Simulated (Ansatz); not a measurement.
An input for Ansatz 0.2.0 (CuI (Marshite)):

```yaml
crystal:
  lattice:
    - [0.0, 3.0315, 3.0315]
    - [3.0315, 0.0, 3.0315]
    - [3.0315, 3.0315, 0.0]
  atoms:
    - { symbol: Cu, position: [0.25, 0.25, 0.25] }
    - { symbol: I, position: [0.0, 0.0, 0.0] }
kpoints:
  mp_grid: { grid: [4, 4, 4] }
  band_path:
    path:
      - [0.0, 0.0, 0.0]
      - [-0.5, -0.5, 0.0]
      - [-0.375, -0.375, 0.25]
      - [-0.375, 0.0, 0.375]
      - [0.0, 0.0, 0.5]
      - [-0.5, -0.25, 0.25]
    npoints: 1
hamiltonian:
  xc: hse06
scf:
  occupations: { method: fixed }
  n_extra_bands: 8
magnetization:
  noncollinear: true
  spin_orbit: true
output:
  eigenvalues: true
```

The database entry behind the starting cell differs from later determinations by our own check (about 0.15 % long (mineral sample)), so it need not match the best structure at ambient conditions.

```sh
ansatz run input.yaml --threads 3 --pin off --max-ram 92160MiB --backend cuda --events-out ev --progress --plain --runs-dir out --devices 1 --max-vram 13GiB  # rebuilt from the run's record
```

Q: How long will it take on 1 × NVIDIA H100 80GB HBM3 (shared by 6 runs) with 3 threads of AMD EPYC 7R13 (Zen 3), shared host, and how much memory?

It took 25 s; on shared hardware allow 12 s to 50 s. Peak host memory was 1.4 GiB. The sizes that set the cost: 1067 plane waves a state, 8 irreducible k points and 17 SCF cycles.

Exact exchange couples every pair of k points and filled bands, so it costs far more than a semilocal run.

[Paths, hosts, dates, memory and timing lines, banners, echoed tables and standing remarks are left out of the program output.]

[Logs are printed without paths, hosts, clocks, repeated set-up lines and the standing remarks that a program may print on its own settings, such as how far it seeks lower states.]

[Runs of the session that timed out or met a known fault of the program may be left out.]

[Cells called generated may have been cut or substituted from an entry of the Crystallography Open Database or the Materials Project.]

[Hosts, paths, dates, database ids (printed as entryN), source tags and the programs' standing remarks are cut or masked in the printed files.]
